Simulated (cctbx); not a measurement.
# Resonant diffraction in Ce11Sc6Sn4

Space group I4/mmm (no. 139), a = 11.7850 Å, b = 11.7850 Å, c = 16.3400 Å, α = 90.00°, β = 90.00°, γ = 90.00°.

| atom | mult. | x | y | z | Ueq (Å²) |
| --- | --- | --- | --- | --- | --- |
| Ce1 | 4 | 0 | 0 | 0.1691 | 0.0030 |
| Ce2 | 8 | 0.8323 | 0.1677 | 1/2 | 0.0035 |
| Ce3 | 16 | 0 | 0.3509 | 0.1000 | 0.0037 |
| Ce4 | 16 | 0 | 0.2547 | 0.3147 | 0.0032 |
| Sn1 | 4 | 1/2 | 0 | 1/4 | 0.0045 |
| Sn2 | 4 | 0 | 0 | 0.3762 | 0.0032 |
| Sn3 | 8 | 0.1560 | 1/2 | 0 | 0.0032 |
| Sc1 | 8 | 0.6290 | 0.3710 | 1/2 | 0.0047 |
| Sc2 | 16 | 0.2960 | 0.7040 | 0.6687 | 0.0048 |

This is a model crystal, built by substitution and not relaxed, with assumed displacement parameters.

Calculated with cctbx: free-atom f′ and f″ from the Sasaki tables, no fine structure; amplitudes in electrons.

| E (eV) | F 2 2 2 | F 1 3 0 | F 1 0 1 | F 1 0 3 |
| --- | --- | --- | --- | --- |
| 5123 | 62.9 | 89.8 | 185.3 | 17.5 |
| 5473 | 52.2 | 80.9 | 180.6 | 12.8 |
| 5603 | 55.3 | 74.7 | 176.7 | 10.0 |
| 5663 | 63.1 | 69.3 | 172.9 | 7.9 |
| 5693 | 73.1 | 64.1 | 169.3 | 6.6 |
| 5708 | 84.4 | 59.0 | 165.6 | 6.2 |
| 5715 | 95.1 | 54.6 | 162.4 | 6.6 |
| 5719 | 106.7 | 50.0 | 159.1 | 7.8 |
| 5727 | 105.3 | 56.0 | 161.4 | 8.7 |
| 5731 | 88.2 | 61.2 | 165.7 | 6.7 |
| 5738 | 73.9 | 65.6 | 169.4 | 5.9 |
| 5753 | 59.1 | 70.5 | 173.2 | 6.2 |
| 5783 | 45.7 | 74.9 | 176.8 | 7.3 |
| 5873 | 29.7 | 80.5 | 181.3 | 9.4 |
| 6123 | 30.6 | 79.4 | 181.0 | 8.8 |

**Question.** Which edge is crossed, and why do the reflections move as they do?

The L3 edge of Ce. The edge is at 5723 eV. f′ of Ce falls from -11.8 e at 5603 eV to -19.2 e at 4 eV below it, and f″ steps from 3.52 to 10.71 e across it. Over that approach |F| changes by +93 % (2 2 2), -33 % (1 3 0), -10 % (1 0 1) and -22 % (1 0 3): a reflection falls where Ce scatters in phase with the total and rises where it scatters against it; it hardly moves where the Ce term is small or cancels by symmetry. Above the edge the larger f″ enters the imaginary part, where it can add to or cancel the other atoms' f″. The structure is centrosymmetric, so Friedel mates stay equal.
